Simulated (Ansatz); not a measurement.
# Stack of 1T-PtSe2 under 1T-SnS2 , upper layer turned by 180° in a perpendicular field, part 3 of 3

What dipole does a perpendicular field induce in the stack of 1T-PtSe2 under 1T-SnS2 , upper layer turned by 180°, and does the gap follow? A positive field points along +c.

Ansatz 0.2.0; plane-wave DFT, PBE-D3(BJ), Ansatz PAW.

So far, gap along the path (eV): step 3 (atoms held, field 0, start network) 0.211; step 6 (field 0.1 V/Å) 0.260; step 7 (field -0.1 V/Å) 0.167; step 8 (field 0.2 V/Å) 0.312; step 9 (field -0.2 V/Å) 0.130.

## 10. Single point, field 0.3 V/Å

Input file input.yaml:

```yaml
crystal:
  lattice:
    - [3.6982434521, 0.0, 0.0]
    - [-1.8491217261, 3.2027727789, 0.0]
    - [0.0, 0.0, 26.38171319]
  atoms:
    - { symbol: Se, position: [0.6666666667, 0.3333333333, 0.3411453963] }
    - { symbol: Pt, position: [0.0, 0.0, 0.3917974413] }
    - { symbol: Se, position: [0.3333333333, 0.6666666667, 0.4415777467] }
    - { symbol: S, position: [0.6666666667, 0.3333333333, 0.5473072484] }
    - { symbol: Sn, position: [0.3333333333, 0.6666666667, 0.6031730708] }
    - { symbol: S, position: [0.0, 0.0, 0.6588546037] }
kpoints:
  mp_grid: { grid: [12, 12, 1] }
  band_path:
    path: [[0, 0, 0], [0.5, 0, 0], [0.33333333, 0.33333333, 0], [0, 0, 0]]
    npoints: 16
hamiltonian:
  xc: pbe
  dispersion: d3bj
scf:
  occupations: { method: fermi_dirac, width: 0.02585 }
  convergence: { dr2_threshold: 1.0e-10 }
efield:
  axis: 3
  dipole_correction: true
  ramp_position: 0.9499
  ramp_width: 0.0945
  amplitude: 0.3
output:
  write_potential: true
  write_density: true
  volumetric_format: npy
```

On the command line:

```
$ ansatz run input.yaml --threads 4 --pin off --max-ram 8192MiB --backend cpu --events-out ev --progress --plain --runs-dir out
```

Output:

```text
[...]
Crystal: 6 atoms, lattice volume = 312.482 Å³
Basis set: ecut = 420 eV, 6113 PW (Γ)
Bands: 46, of which v1, the nominal top of the filled ones, is band 38 counted from 1 (37 counted from 0)
Symmetry: 6 space group operations
[...]
k-points: 19 of 144 (time reversal used)
[...]
k-point 0: bands = [... 34 lower, -0.5873, 0.2122, 0.5973, 0.5973, 2.1359, 3.3213, 3.5659, 3.5659, ... 4 higher]
  k-point 1: bands = [... 34 lower, -0.5165, 0.2784, 0.6032, 0.6429, 2.3424, 3.0870, 3.4508, 3.7126, ... 4 higher]
  k-point 2: bands = [... 34 lower, -0.4935, 0.3081, 0.5368, 0.7018, 2.1728, 2.5647, 3.2418, 4.2583, ... 4 higher]
  k-point 18: bands = [... 34 lower, -1.1761, -0.9676, -0.4058, -0.3527, 2.0224, 2.4881, 2.6241, 5.5072, ... 4 higher]
[key lines of the parts left out:]
SCF converged after 15 iterations
Free energy (F): -31293.712906 eV
Fermi energy:    0.931332 eV
Dipole field:    D = 0.114898 V/Å  (p = 0.198415 e·Å, saw-weighted, corrected)
```

The job ended after 22 s (4 threads of Arm Neoverse V1, shared host; peak memory 0.84 GiB).

The dipole is 0.198 e·Å, 0.193 e·Å from its value without field, and the gap 0.365 eV.

## 11. Atoms held, field -0.3 V/Å

input.yaml: that of step 10 with these lines changed.

```diff
@@ -28,3 +28,3 @@
   ramp_width: 0.0945
-  amplitude: 0.3
+  amplitude: -0.3
 output:
```

Output:

```text
[...]
Crystal: 6 atoms, lattice volume = 312.482 Å³
Basis set: ecut = 420 eV, 6113 PW (Γ)
Bands: 46, of which v1, the nominal top of the filled ones, is band 38 counted from 1 (37 counted from 0)
Symmetry: 6 space group operations
[...]
k-points: 19 of 144 (time reversal used)
[...]
k-point 0: bands = [... 34 lower, -0.4651, 0.3064, 0.7682, 0.7682, 2.0025, 3.1776, 3.7383, 3.7383, ... 4 higher]
  k-point 1: bands = [... 34 lower, -0.6682, 0.4503, 0.7681, 0.7737, 2.2081, 3.2553, 3.5676, 3.6232, ... 4 higher]
  k-point 2: bands = [... 34 lower, -0.6433, 0.5304, 0.7065, 0.8189, 2.1789, 2.5838, 3.4140, 4.0934, ... 4 higher]
  k-point 18: bands = [... 34 lower, -1.2919, -1.1196, -0.2534, -0.1744, 1.9920, 2.6507, 2.6913, 5.4067, ... 4 higher]
[key lines of the parts left out:]
SCF converged after 13 iterations
Free energy (F): -31293.710234 eV
Fermi energy:    0.919178 eV
Dipole field:    D = -0.111117 V/Å  (p = -0.191887 e·Å, saw-weighted, corrected)
```

Wall time 22 s (4 threads); peak memory 0.85 GiB; 86 s of CPU time.

The dipole is -0.192 e·Å, -0.197 e·Å from its value without field, and the gap 0.100 eV.

## 12. Single point, field 0.4 V/Å

input.yaml: that of step 11 with these lines changed.

```diff
@@ -26,5 +26,5 @@
   dipole_correction: true
-  ramp_position: 0.9499
-  ramp_width: 0.0945
-  amplitude: -0.3
+  ramp_position: 0.9147
+  ramp_width: 0.1649
+  amplitude: 0.4
 output:
```

Output:

```text
[...]
Crystal: 6 atoms, lattice volume = 312.482 Å³
Basis set: ecut = 420 eV, 6113 PW (Γ)
Bands: 46, of which v1, the nominal top of the filled ones, is band 38 counted from 1 (37 counted from 0)
Symmetry: 6 space group operations
[...]
k-points: 19 of 144 (time reversal used)
[...]
k-point 0: bands = [... 34 lower, -0.5574, 0.1923, 0.5591, 0.5591, 2.1601, 3.3485, 3.5275, 3.5275, ... 4 higher]
  k-point 1: bands = [... 34 lower, -0.4876, 0.2409, 0.5650, 0.6154, 2.3664, 3.0499, 3.4125, 3.7401, ... 4 higher]
  k-point 2: bands = [... 34 lower, -0.4652, 0.2612, 0.4988, 0.6751, 2.1531, 2.5738, 3.2036, 4.2872, ... 4 higher]
  k-point 18: bands = [... 34 lower, -1.1563, -0.9370, -0.4405, -0.3906, 2.0149, 2.4521, 2.6186, 5.5213, ... 4 higher]
[key lines of the parts left out:]
SCF converged after 14 iterations
Free energy (F): -31293.735963 eV
Fermi energy:    0.931914 eV
Dipole field:    D = 0.152161 V/Å  (p = 0.262763 e·Å, saw-weighted, corrected)
```

The job ended after 22 s (4 threads; peak memory 0.84 GiB).

The dipole is 0.263 e·Å, 0.258 e·Å from its value without field, and the gap 0.419 eV.

## 13. Single point, field -0.4 V/Å

input.yaml: that of step 12 with these lines changed.

```diff
@@ -28,3 +28,3 @@
   ramp_width: 0.1649
-  amplitude: 0.4
+  amplitude: -0.4
 output:
```

Output:

```text
[...]
Crystal: 6 atoms, lattice volume = 312.482 Å³
Basis set: ecut = 420 eV, 6113 PW (Γ)
Bands: 46, of which v1, the nominal top of the filled ones, is band 38 counted from 1 (37 counted from 0)
Symmetry: 6 space group operations
[...]
k-points: 19 of 144 (time reversal used)
[...]
k-point 0: bands = [... 34 lower, -0.4497, 0.3140, 0.7805, 0.7805, 1.9866, 3.1631, 3.7512, 3.7512, ... 4 higher]
  k-point 1: bands = [... 34 lower, -0.6835, 0.4655, 0.7768, 0.7861, 2.1923, 3.2681, 3.5528, 3.6361, ... 4 higher]
  k-point 2: bands = [... 34 lower, -0.6586, 0.5512, 0.7188, 0.8265, 2.1710, 2.5896, 3.4270, 4.0709, ... 4 higher]
  k-point 18: bands = [... 34 lower, -1.3052, -1.1355, -0.2431, -0.1596, 1.9830, 2.6633, 2.6993, 5.3927, ... 4 higher]
[key lines of the parts left out:]
SCF converged after 13 iterations
Free energy (F): -31293.732759 eV
Fermi energy:    0.916981 eV
Dipole field:    D = -0.149782 V/Å  (p = -0.258656 e·Å, saw-weighted, corrected)
```

The job ended after 22 s (4 threads; peak memory 0.84 GiB).

The dipole is -0.259 e·Å, -0.264 e·Å from its value without field, and the gap 0.076 eV.

## 14. Response, atoms held

This step: plane-wave DFT, PBE-D3(BJ), Ansatz PAW; response to a field along the normal, atoms held (Ansatz 0.2.0).

The dipoles give the slope, and the difference of two potentials shows where the field is screened.

Numbers from this step:

| Quantity | Value |
| --- | --- |
| equivalent conductor thickness p/(ε₀AE) | 9.902 Å |
| distance between the outer atoms | 8.382 Å |

The dipole of the cell by applied field:

| applied field (V/Å) | dipole of the cell (e·Å) |
| --- | --- |
| -0.400 | -0.259 |
| -0.300 | -0.192 |
| -0.200 | -0.126 |
| -0.100 | -0.0600 |
| -0.050 | -0.0274 |
| 0.000 | 0.00508 |
| 0.050 | 0.0374 |
| 0.100 | 0.0697 |
| 0.200 | 0.134 |
| 0.300 | 0.198 |
| 0.400 | 0.263 |

Local field over the applied field, running mean. From the potentials at -0.05 and 0.05 V/Å; running mean over 2.8 Å. The local field over applied field by z:

| z (Å) | local field over applied field |
| --- | --- |
| 4.5 | 0.997 |
| 5.0 | 0.993 |
| 5.5 | 0.980 |
| 6.0 | 0.951 |
| 6.5 | 0.884 |
| 7.0 | 0.770 |
| 7.5 | 0.621 |
| 8.0 | 0.458 |
| 8.5 | 0.296 |
| 9.0 | 0.161 |
| 9.5 | 0.0695 |
| 10.0 | 0.0241 |
| 10.5 | 0.0143 |
| 11.0 | 0.0342 |
| 11.5 | 0.0742 |
| 12.0 | 0.119 |
| 12.5 | 0.153 |
| 13.0 | 0.167 |
| 13.5 | 0.159 |
| 14.0 | 0.134 |
| 14.5 | 0.105 |
| 15.0 | 0.0754 |
| 15.5 | 0.0536 |
| 16.0 | 0.0519 |
| 16.5 | 0.0785 |
| 17.0 | 0.138 |
| 17.5 | 0.243 |
| 18.0 | 0.387 |
| 18.5 | 0.553 |
| 19.0 | 0.712 |
| 19.5 | 0.847 |
| 20.0 | 0.934 |
| 20.5 | 0.976 |
| 21.0 | 0.992 |
| 21.5 | 0.997 |
| 22.0 | 0.999 |

The induced electron density oscillates, so the rows of the table below give means over 2.93 Å (shorter at the two ends). Its distinct maxima (Å: e/Å³ per V/Å): 7.9: 0.00334, 13.8: 0.00128, 16.4: 7.9e-4. Distinct minima: 12.5: -0.00108, 15.4: -8.4e-4, 18.3: -0.00351.

Electrons, planar mean, per unit field. Table of induced electron density by z; means over each step:

| z (Å) | induced electron density (e/Å³ per V/Å) |
| --- | --- |
| 5.57 | 2.5e-4 |
| 8.50 | 0.00163 |
| 11.43 | -4.8e-4 |
| 14.36 | 3.1e-4 |
| 17.29 | -0.00120 |
| 20.22 | -5.0e-4 |

The smaller of the gaps on the path and on the k-mesh, counted as 0 under 0.03 eV. Table of gap by applied field:

| applied field (V/Å) | gap (eV) |
| --- | --- |
| -0.400 | 0.076 |
| -0.300 | 0.100 |
| -0.200 | 0.130 |
| -0.100 | 0.167 |
| -0.050 | 0.188 |
| 0.000 | 0.211 |
| 0.050 | 0.235 |
| 0.100 | 0.26 |
| 0.200 | 0.312 |
| 0.300 | 0.365 |
| 0.400 | 0.419 |

By hand: between -0.05 and 0.05 V/Å the dipole changes by 0.06479 e·Å, a slope of 0.6479 e·Å²/V. A perfect conductor of thickness t has p = ε₀AEt, so t = 180.95 × 0.6479 / 11.845 = 9.90 Å (e/ε₀ = 180.95 V·Å, A in Å²).

The induced dipole is that of a conductor 9.90 Å thick.

## 15. Outcome

* gap without field: 0.211 eV
* ionisation energy, upper face: 5.50 eV
* electron affinity, upper face: 5.29 eV
* step between the vacuum levels: -0.0775 eV
* equivalent conductor thickness, atoms held: 9.90 Å

What this shows: The induced dipole equals that of a perfect conductor 9.90 Å thick, while the outer atoms lie 8.38 Å apart; an out-of-plane ε follows only once a thickness t is chosen, by 1 − 1/ε = 9.90 Å / t. The two faces differ: the vacuum level above lies 0.08 eV lower than the one below. The gap goes from 0.21 eV to 0.08 eV at -0.4 V/Å. With the field reversed it is 0.42 eV at 0.4 V/Å. Semilocal functionals give gaps that are too small, and excitons are not included. Spin-orbit coupling is left out, which matters for the bands of elements this heavy.

[Long decimals in the printed logs are rounded to 6 places.]

[Logs are printed without paths, hosts, clocks, repeated set-up lines and the standing remarks that a program may print on its own settings, such as how far it seeks lower states.]

[Hosts, paths, dates, database ids (printed as entryN), source tags and the programs' standing remarks are cut or masked in the printed files.]

[Maps of the electrostatic potential energy from Ansatz leave out the sawtooth potential of an applied field or a dipole correction, so their vacuum need not be flat; planar profiles and work functions include it.]
